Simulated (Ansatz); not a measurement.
**Bands, cutoff and cost in G0W0 for WS2 (layered bulk) (P6_3/mmc)**

Wanted: a G0W0 gap for WS2 (layered bulk) (P6_3/mmc) that is converged in bands and cutoff, or an estimate of the limit.

Method: G0W0 on PBEsol, plane waves, PAW; PAW set soft_1, in Ansatz 0.2.0.

### 1. Set-up

The structure is hexagonal, space group P6_3/mmc (No. 194). The conventional cell has a = 3.115 Å, b = 3.115 Å, c = 11.777 Å, α = 90.00°, β = 90.00°, γ = 120.00°. Nearest to W lie 6 S at 2.39 Å. Nearest to S lie 3 W at 2.39 Å. It derives from S2W1. Farther neighbours and most contacts between anions are not listed.

The structure was relaxed with PBEsol-D3(BJ). The runs that relaxed it are not among those shown. Spin-orbit coupling is left out unless a step names it.

### 2. 104 empty bands, screening to 60 eV

G0W0 replaces the xc potential by the self-energy, built once from these orbitals. Only a window of levels is corrected, while the sums run over the empty bands that the input names. This step takes PAW set soft_1 files.

The input, input.yaml:

```yaml
crystal:
  lattice:
    - [3.1149875803, 0.0, 0.0]
    - [-1.5574937902, 2.697658377, 0.0]
    - [0.0, 0.0, 11.7767699793]
  atoms:
    - { symbol: W, position: [0.3333333333, 0.6666666667, 0.25] }
    - { symbol: S, position: [0.6666666667, 0.3333333333, 0.3835053407] }
    - { symbol: S, position: [0.6666666667, 0.3333333333, 0.1164946593] }
    - { symbol: W, position: [0.6666666667, 0.3333333333, 0.75] }
    - { symbol: S, position: [0.3333333333, 0.6666666667, 0.8835053407] }
    - { symbol: S, position: [0.3333333333, 0.6666666667, 0.6164946593] }
kpoints:
  mp_grid: { grid: [9, 9, 2] }
hamiltonian:
  xc: pbesol
  pseudopotentials: { kind: paw, azcp: { folder: soft_1 }, xc_functional: pbe }
scf:
  occupations: { method: fixed }
gw:
  n_empty_bands: 104
  ecut_chi: 60
  qp_bands: [v2, c2]
  qp_kpoints: band_edges
  screening: { model: contour_deformation }
```

On the command line:

```console
$ ansatz run input.yaml --threads 2 --pin off --max-ram 92160MiB --backend cuda --events-out ev --progress --plain --runs-dir out --devices 1 --max-vram 13GiB
```

Numbers of over 12 decimals in the logs are rounded to 6 here.

The log of the run:

```text
GPUs: using 1 of 1 available (devices: 1).
Engine: ansatz 0.2.0, x86_64-unknown-linux-gnu
Pseudopotentials: kind: paw
Pseudopotential: W, paw, valence charge 14, recommended cutoff 420 eV (normal), soft_1/W.paw.azcp
Pseudopotential: S, paw, valence charge 6, recommended cutoff 420 eV (normal), soft_1/S.paw.azcp
Functional definition: PBEsol
  exchange = pbesol_x
  correlation = pbesol_c
device memory: the entry about to start is reckoned to put 1.2 GiB on a device that reports 54.4 GiB free (of which the cap on the GPU budget leaves the run 13.0 GiB)
GPU FFT provider: cuFFT
GPU libraries: cuBLAS 13.8.2, cuFFT 12.4.0, cuSOLVER 12.3.4
Crystal: 6 atoms, lattice volume = 98.962 Å³
Basis set: ecut = 420 eV, 1923 PW (Γ)
Bands: 32, of which v1, the nominal top of the filled ones, is band 26 counted from 1 (25 counted from 0)
Symmetry: 24 space group operations
Space group: P63/mmc (ITA 194), of the structure as read, at distance tolerance 4.6e-5 Å
k-points: 24 of 162
Non-local potential: W, projectors of the file, l = 0: 3, l = 1: 2, l = 2: 2, l = 3: 1
Non-local potential: S, projectors of the file, l = 0: 2, l = 1: 2, l = 2: 1
PAW form: soft (Blöchl's): semilocal exchange-correlation on the pseudo side does not see the compensation charge
PAW frozen core: W, regenerated for the run's functional, and the local potential with it (the file was generated under x = pbe(κ = 0.804, μ = 0.219515), c = pbe(β = 0.066725))
PAW frozen core: S, regenerated for the run's functional, and the local potential with it (the file was generated under x = pbe(κ = 0.804, μ = 0.219515), c = pbe(β = 0.066725))
PAW one-centre angular grid: W, 590 points (default); XC on 64 Gauss nodes
PAW one-centre angular grid: S, 110 points (default); XC on 64 Gauss nodes
Initial density: superposition of atomic densities (chi_scale 0.1, normalization cell, long waves kept (reshape's long-wave potential 0.02 eV rms))
Initial wavefunctions: pseudopotential atomic-orbital guess
GPU buffer pool allocated for 46080 grid points (all kernels)
GPU transforms: local potential and band sums: pruned to the plane-wave sphere, on 24×24×80
Functional: x = pbesol(κ = 0.804, μ = 0.123457), c = pbesol(β = 0.046)
SCF iter   1: F=—  HF=-24061.088062 eV  |F-HF|=—  |Δ(HF+E_count)|=         —  Δρ=4.27e-2  dr2=3.55e0  ethr=3.10e-3  ⟨swp⟩=5.0  Hψ=3674  notcnv=0  defer=32
preconditioner: auto → Resta (q_TF=auto, 2.451 Å⁻¹)  ε∞=7.6  [insulator: Δε(μ)=0.717 eV  Ē_g=8.709 eV  n_scr=26 (ndim 8)  ℏωp=22.4 eV  f_vac=0.000  ε∞_Penn≈7.6]
SCF iter   2: F=—  HF=-24060.363632 eV  |F-HF|=—  |Δ(HF+E_count)|=   7.24e-1  Δρ=2.46e-2  dr2=9.84e-1  ethr=3.10e-3  ⟨swp⟩=2.5  Hψ=1239  notcnv=0  defer=79
SCF iter   3: F=—  HF=-24060.096423 eV  |F-HF|=—  |Δ(HF+E_count)|=   2.67e-1  Δρ=5.54e-3  dr2=6.22e-2  ethr=1.89e-3  ⟨swp⟩=2.8  Hψ=1268  notcnv=0  defer=80
SCF iter   4: F=—  HF=-24060.088302 eV  |F-HF|=—  |Δ(HF+E_count)|=   8.12e-3  Δρ=2.61e-3  dr2=7.94e-3  ethr=1.20e-4  ⟨swp⟩=2.7  Hψ=1292  notcnv=0  defer=96
SCF iter   5: F=—  HF=-24060.088584 eV  |F-HF|=—  |Δ(HF+E_count)|=   2.82e-4  Δρ=5.76e-4  dr2=1.19e-3  ethr=1.53e-5  ⟨swp⟩=2.6  Hψ=1178  notcnv=0  defer=94
SCF iter   6: F=—  HF=-24060.088598 eV  |F-HF|=—  |Δ(HF+E_count)|=   1.45e-5  Δρ=1.66e-4  dr2=4.01e-5  ethr=2.29e-6  ⟨swp⟩=2.0  Hψ=1145  notcnv=0  defer=94
SCF iter   7: F=—  HF=-24060.088631 eV  |F-HF|=—  |Δ(HF+E_count)|=   3.21e-5  Δρ=3.68e-5  dr2=1.58e-6  ethr=7.71e-8  ⟨swp⟩=2.0  Hψ=1194  notcnv=0  defer=82
SCF iter   8: F=-24060.088632 eV  HF=-24060.088632 eV  |F-HF|=7.20e-9  |Δ(HF+E_count)|=   1.90e-6  Δρ=5.82e-6  dr2=5.23e-8  ethr=1.92e-10  ⟨swp⟩=6.8  Hψ=4119  notcnv=0
SCF 1 converged in 8 iterations: F = -24060.088632 eV  dr2 = 5.23e-8
  greatest PAW one-centre occupation: 0.999 electrons in one spin orbital (limit 2), on the W atom at site 3 (counted from 0), in its partial waves of l = 0
device memory: the entry about to start is reckoned to put 1.2 GiB (of the 1.3 GiB reckoned in all, the device holds 0.1 GiB already) on a device that reports 54.3 GiB free (of which the cap on the GPU budget leaves the run 12.9 GiB)
NSCF: frozen V_eff on 24 k-points, pencils in batches of 32, up to order 128
the band table was solved once the SCF had ended and its energy, with any forces and stress, was formed, with the checks that follow a solve (3198 applications of the Hamiltonian). They found nothing against the state; the energy, forces and stress were not computed again (output.eigenvalues in the input reference)
device memory: the entry about to start is reckoned to put 2.6 GiB on a device that reports 54.4 GiB free (of which the cap on the GPU budget leaves the run 13.0 GiB)
NSCF: frozen V_eff on 24 k-points
G₀W₀ screening: q 1/24
[... further progress lines ...]
device memory: the entry about to start is reckoned to put 0.5 GiB on a device that reports 50.0 GiB free (of which the cap on the GPU budget leaves the run 13.0 GiB)
NSCF: frozen V_eff on 1 k-points
device memory: the entry about to start is reckoned to put 0.5 GiB on a device that reports 50.0 GiB free (of which the cap on the GPU budget leaves the run 13.0 GiB)
NSCF: frozen V_eff on 1 k-points
SCF converged after 8 iterations
Free energy (F): -24060.088632 eV
Harris-Foulkes:  -24060.088632 eV  (|F-HF|=7.20e-9)
Internal energy: -24060.088632 eV  (E = F + TS)
E sigma→0 (E₀):  -24060.088632 eV
Fermi energy:    12.978758 eV
--- Per-component energies (eV) ---
  E_band       = -317.848632
  E_kinetic    = 1274.566650
  E_local      = -3030.846879  (includes V_loc(G=0)·N_el)
  E_nonlocal   = 94.007199
  E_hartree    = 1254.868067
  E_xc         = -887.800496
  E_vxc        = -797.859312  (∫ρ·V_xc dr)
  E_paw        = -19271.705896  (= ΣΔE_a)
  E_vpaw       = -367.460089  (= ΣTr[D̂ρ^β])
  E_aug_tail   = 0.000308  (compensation charges beyond the density's cutoff)
  E_ewald      = -3493.869098
  E_core_change = 0.691513  (= ΣΔE_core)
  E_smearing   = -0.000000  (= −TS)
  E_closure    = -0.000000  (closes the sum)
  Σ components = -24060.088632   (vs F -24060.088632, Δ=0.00e0)
--- Band table (eV; the first three rows and the last of 24) ---
  k-point 0: bands = [... 22 lower, 10.6946, 11.3821, 11.7139, 12.9788, 15.1832, 15.1832, 15.2008, 15.2008, ... 2 higher]
  k-point 1: bands = [... 22 lower, 10.6438, 10.6438, 12.6680, 12.6680, 15.1732, 15.1732, 15.1732, 15.1732, ... 2 higher]
  k-point 2: bands = [... 22 lower, 10.6424, 11.4298, 11.7668, 12.4620, 14.8887, 14.9651, 15.0518, 15.1842, ... 2 higher]
  k-point 23: bands = [... 22 lower, 9.6195, 9.6195, 12.1127, 12.1127, 14.2429, 14.2429, 15.2483, 15.2483, ... 2 higher]
--- G₀W₀: contour deformation, 7 samples at zero and on the imaginary axis and 2 off it, 162 q-points, 104 empty bands' worth ---
  eigenvalues of the whole cell's RPA ε∞ on this k-mesh (on a slab, of 1 + 4πα/V) = 7.8754, 14.6438, 14.6438; static W/v taken at q = 0 is 0.082984
  bands read: the sum over 130 bands ends inside a degenerate multiplet in 1 slot, whose members it reads at an even weight; the widest, k=0: bands 130 to 131 (counted from 1) at 1/2 each
  gw.qp_kpoints: band_edges: 14 of 24 stored k-points solved, in 1 pass; an edge of the gap read off the rows below is read off those points alone
    valence top: of the k-points left out ik 11 came nearest to being solved in a further pass, in band 25 (counted from 1, as in the quasiparticle table): it holds the edge there only if its correction is more favourable than any solved in that band by at least 1.304 eV; those differ by 0.284 eV
    conduction bottom: of the k-points left out ik 14 came nearest to being solved in a further pass, in band 27 (counted from 1, as in the quasiparticle table): it holds the edge there only if its correction is more favourable than any solved in that band by at least 0.566 eV; those differ by 0.157 eV
    ik  band        ε_KS         Σx   Σc(E_QP)       V_xc       Z   E_QP_lin       E_QP  E_QP is
     0    25     11.7139   -18.8633     2.3282   -16.5993  0.7714    11.7780    11.7780  root
     0    26     12.9788   -19.5016     0.8463   -19.0507  0.7723    13.3732    13.3741  root
     0    27     15.1832   -13.9204    -3.5757   -18.2483  0.7604    15.9458    15.9354  root
     0    28     15.1832   -13.9204    -3.5757   -18.2483  0.7604    15.9458    15.9354  root
     1    25     12.6680   -19.2984     1.1703   -18.4571  0.7724    12.9961    12.9969  root
     1    26     12.6680   -19.2984     1.1703   -18.4571  0.7724    12.9961    12.9969  root
     1    27     15.1732   -13.7851    -3.7949   -18.4029  0.7692    16.0073    15.9961  root
     1    28     15.1732   -13.7851    -3.7949   -18.4029  0.7692    16.0073    15.9961  root
     2    25     11.7668   -18.9366     2.3237   -16.6830  0.7715    11.8368    11.8369  root
     2    26     12.4620   -19.2472     1.0780   -18.5239  0.7709    12.8157    12.8166  root
     2    27     14.8887   -13.8187    -3.6526   -18.2209  0.7654    15.6477    15.6382  root
     2    28     14.9651   -13.9315    -3.5360   -18.2189  0.7638    15.7261    15.7165  root
     3    25     12.3283   -19.2631     1.3184   -18.2539  0.7707    12.6367    12.6375  root
     3    26     12.3283   -19.2631     1.3184   -18.2539  0.7707    12.6367    12.6375  root
     3    27     15.0022   -13.8192    -3.7391   -18.3359  0.7670    15.7900    15.7798  root
     3    28     15.0022   -13.8192    -3.7391   -18.3359  0.7670    15.7900    15.7798  root
     4    25     11.2469   -18.9689     1.6079   -17.6503  0.7618    11.5351    11.5362  root
     4    26     11.4074   -19.1215     1.5853   -17.8251  0.7633    11.6954    11.6964  root
     4    27     14.1530   -13.4492    -3.5141   -17.6869  0.7764    14.8832    14.8766  root
     4    28     14.6626   -14.2954    -3.5862   -18.6589  0.7672    15.4491    15.4399  root
     6    25     10.7949   -19.7056     2.4006   -17.4621  0.7644    10.9517    10.9520  root
     6    26     11.0368   -19.0170     1.8079   -17.4664  0.7615    11.2932    11.2941  root
     6    27     14.4376   -13.8435    -3.7680   -18.3786  0.7731    15.2134    15.2046  root
     6    28     14.7574   -15.3183    -3.9071   -20.0814  0.7643    15.6261    15.6134  root
[...]
22    25     11.9701   -18.4494     0.9821   -17.7913  0.7729    12.2931    12.2940  root
    22    26     12.3210   -19.1234     0.8636   -18.6420  0.7734    12.7021    12.7031  root
    22    27     14.2426   -15.8554    -3.4108   -20.1272  0.7740    15.1129    15.1036  root
    22    28     14.2426   -15.8554    -3.4108   -20.1272  0.7740    15.1129    15.1036  root
    23    25     12.1127   -18.6383     0.9071   -18.0790  0.7734    12.4596    12.4606  root
    23    26     12.1127   -18.6383     0.9071   -18.0790  0.7734    12.4596    12.4606  root
    23    27     14.2429   -15.8637    -3.4111   -20.1359  0.7739    15.1133    15.1040  root
    23    28     14.2429   -15.8637    -3.4111   -20.1359  0.7739    15.1133    15.1040  root
```

Elapsed: 26 s, on 1 × NVIDIA H100 80GB HBM3 (shared by 6 runs) with 2 threads of AMD EPYC 7R13 (Zen 3), shared host; peak memory 1.2 GiB.

This step gave:

- bands summed: 130
- RPA ε∞ on this mesh (eigenvalues): 7.875, 14.64, 14.64
- plane waves in the screening matrix: 93
- q-points in the mesh: 162
- G0W0 gap on the mesh: 1.095 eV
- k of the valence top: 0, 0, 0
- k of the conduction bottom: 0.1111, 0.2222, 0
- starting gap on the mesh: 0.7871 eV
- Z at the valence top: 0.7723
- Z at the conduction bottom: 0.7802
- least direct G0W0 gap on the computed points: 2.401 eV

The gap on the mesh goes from 0.79 eV to 1.10 eV, a correction of +0.31 eV. Between the two edge states, bare exchange in place of the xc potential would open the gap by 4.51 eV, and correlation takes back 4.20 eV.

### 3. 412 empty bands, screening to 150 eV

Another rung: the empty bands reach about as high as the screening cutoff, so the two stay in balance.

input.yaml, as its differences from that of step 2:

```diff
@@ -20,4 +20,4 @@
 gw:
-  n_empty_bands: 104
-  ecut_chi: 60
+  n_empty_bands: 412
+  ecut_chi: 150.0
   qp_bands: [v2, c2]
```

The log of the run:

```text
GPUs: using 1 of 1 available (devices: 1).
[...]
GPU FFT provider: cuFFT
GPU libraries: cuBLAS 13.8.2, cuFFT 12.4.0, cuSOLVER 12.3.4
Crystal: 6 atoms, lattice volume = 98.962 Å³
Basis set: ecut = 420 eV, 1923 PW (Γ)
Bands: 32, of which v1, the nominal top of the filled ones, is band 26 counted from 1 (25 counted from 0)
[... 1 set-up line as in the run before ...]
[...]
k-points: 24 of 162
[...]
GPU buffer pool allocated for 46080 grid points (all kernels)
[...]
SCF iter   1: F=—  HF=-24061.088062 eV  |F-HF|=—  |Δ(HF+E_count)|=         —  Δρ=4.27e-2  dr2=3.55e0  ethr=3.10e-3  ⟨swp⟩=5.0  Hψ=3674  notcnv=0  defer=32
[...]
SCF iter   8: F=-24060.088632 eV  HF=-24060.088632 eV  |F-HF|=7.20e-9  |Δ(HF+E_count)|=   1.90e-6  Δρ=5.82e-6  dr2=5.23e-8  ethr=1.92e-10  ⟨swp⟩=6.8  Hψ=4119  notcnv=0
SCF 1 converged in 8 iterations: F = -24060.088632 eV  dr2 = 5.23e-8
[...]
NSCF: frozen V_eff on 24 k-points, pencils in batches of 32, up to order 128
[...]
NSCF: frozen V_eff on 24 k-points
G₀W₀ screening: q 1/24
[... further progress lines ...]
[...]
SCF converged after 8 iterations
Free energy (F): -24060.088632 eV
[...]
Internal energy: -24060.088632 eV  (E = F + TS)
E sigma→0 (E₀):  -24060.088632 eV
Fermi energy:    12.978758 eV
[...]
--- Band table (eV; the first three rows and the last of 24) ---
  k-point 0: bands = [... 22 lower, 10.6946, 11.3821, 11.7139, 12.9788, 15.1832, 15.1832, 15.2008, 15.2008, ... 2 higher]
  k-point 1: bands = [... 22 lower, 10.6438, 10.6438, 12.6680, 12.6680, 15.1732, 15.1732, 15.1732, 15.1732, ... 2 higher]
  k-point 2: bands = [... 22 lower, 10.6424, 11.4298, 11.7668, 12.4620, 14.8887, 14.9651, 15.0518, 15.1842, ... 2 higher]
  k-point 23: bands = [... 22 lower, 9.6195, 9.6195, 12.1127, 12.1127, 14.2429, 14.2429, 15.2483, 15.2483, ... 2 higher]
[...]
0    25     11.7139   -18.8633     1.7757   -16.5993  0.7643    11.2225    11.2255  root
     0    26     12.9788   -19.5016     0.2816   -19.0507  0.7634    12.8093    12.8095  root
     0    27     15.1832   -13.9204    -4.1168   -18.2483  0.7521    15.3950    15.3943  root
     0    28     15.1832   -13.9204    -4.1168   -18.2483  0.7521    15.3950    15.3943  root
     1    25     12.6680   -19.2984     0.6167   -18.4571  0.7640    12.4429    12.4433  root
     1    26     12.6680   -19.2984     0.6167   -18.4571  0.7640    12.4429    12.4433  root
     1    27     15.1732   -13.7851    -4.3176   -18.4029  0.7621    15.4748    15.4735  root
     1    28     15.1732   -13.7851    -4.3176   -18.4029  0.7621    15.4748    15.4735  root
[...]
23    25     12.1127   -18.6383     0.4146   -18.0790  0.7668    11.9679    11.9681  root
    23    26     12.1127   -18.6383     0.4146   -18.0790  0.7668    11.9679    11.9681  root
    23    27     14.2429   -15.8637    -3.9480   -20.1359  0.7652    14.5682    14.5671  root
    23    28     14.2429   -15.8637    -3.9480   -20.1359  0.7652    14.5682    14.5671  root
```

Elapsed: 1.8 min, on 1 × NVIDIA H100 80GB HBM3 (shared by 6 runs) with 2 threads; peak memory 2.3 GiB; 3.1 min of CPU time.

This step gave:

| Item | Value |
| --- | --- |
| bands summed | 438 |
| RPA ε∞ on this mesh (eigenvalues) | 7.809, 14.15, 14.15 |
| plane waves in the screening matrix | 413 |
| q-points in the mesh | 162 |
| G0W0 gap on the mesh | 1.197 eV |
| k of the valence top | 0, 0, 0 |
| k of the conduction bottom | 0.1111, 0.2222, 0 |
| starting gap on the mesh | 0.7871 eV |
| Z at the valence top | 0.7634 |
| Z at the conduction bottom | 0.7732 |
| least direct G0W0 gap on the computed points | 2.383 eV |

Against the run with 9×9×2 mesh, 104 empty bands, screening to 60 eV, PAW set soft_1 files, the gap moves by +0.10 eV.

### 4. The runs together

Times are wall times on 1 × NVIDIA H100 80GB HBM3 (shared by 6 runs) with 2 threads of AMD EPYC 7R13 (Zen 3), shared host, good to a factor of about two.

```tsv
mesh	files	frequency	bands summed	cutoff (eV)	start (eV)	G0W0 (eV)	time	host memory (GiB)
9×9×2	PAW set soft_1	contour deformation	130	60	0.787	1.095	26 s	1.2
9×9×2	PAW set soft_1	contour deformation	438	150	0.787	1.197	1.8 min	2.3
```

How the two edges are built up, in eV (the quasiparticle level is the starting level plus Σx plus Σc less Vxc):

```tsv
run	edge	start	Σx	Σc	Vxc	Z	QP
130 bands	valence top	12.98	-19.50	0.85	-19.05	0.77	13.37
130 bands	conduction bottom	13.77	-13.36	-3.36	-17.42	0.78	14.47
438 bands	valence top	12.98	-19.50	0.28	-19.05	0.76	12.81
438 bands	conduction bottom	13.77	-13.36	-3.82	-17.42	0.77	14.01
```

### 5. Summary of results

```
130 bands, 60 eV                    : 1.095 eV
438 bands, 150 eV                   : 1.197 eV
estimated limit in bands and cutoff : 1.24 eV
mesh and start                      : 9×9×2, PBEsol
```

A line in one over the bands through the two rungs gives 1.24 eV, +0.04 eV from the top rung; with two points alone it is an unchecked estimate. The rungs stand 0.14 eV (130 bands) and 0.04 eV (438 bands) from it. From 130 to 438 bands the gap moves by +0.10 eV while the time grows 4.2-fold. Σc changes by −0.56 eV at the valence top and −0.46 eV at the conduction bottom, so the levels themselves move more than the gap between them. The 9×9×2 mesh misses a band edge: over a band path and its finer mesh (run apart) the PBEsol gap is 0.66 eV, so the G0W0 gap over the zone may lie about 0.13 eV below its value on the mesh. The 9×9×2 mesh is coarse for this cell (its supercell is 24 Å along the shortest edge). The RPA ε∞ on it, from the PBEsol start, is 7.81 and 14.15; such meshes misread the long-range screening, most where the gap is narrow. The many-body steps are scalar-relativistic: spin-orbit coupling is not in them.

[Paths, hosts, dates, memory and timing lines, banners, echoed tables and standing remarks are left out of the program output.]

[Logs are printed without paths, hosts, clocks, repeated set-up lines and the standing remarks that a program may print on its own settings, such as how far it seeks lower states.]

[Runs of the session that timed out or met a known fault of the program may be left out.]

[Cells called generated may have been cut or substituted from an entry of the Crystallography Open Database or the Materials Project.]

[Hosts, paths, dates, database ids (printed as entryN), source tags and the programs' standing remarks are cut or masked in the printed files.]
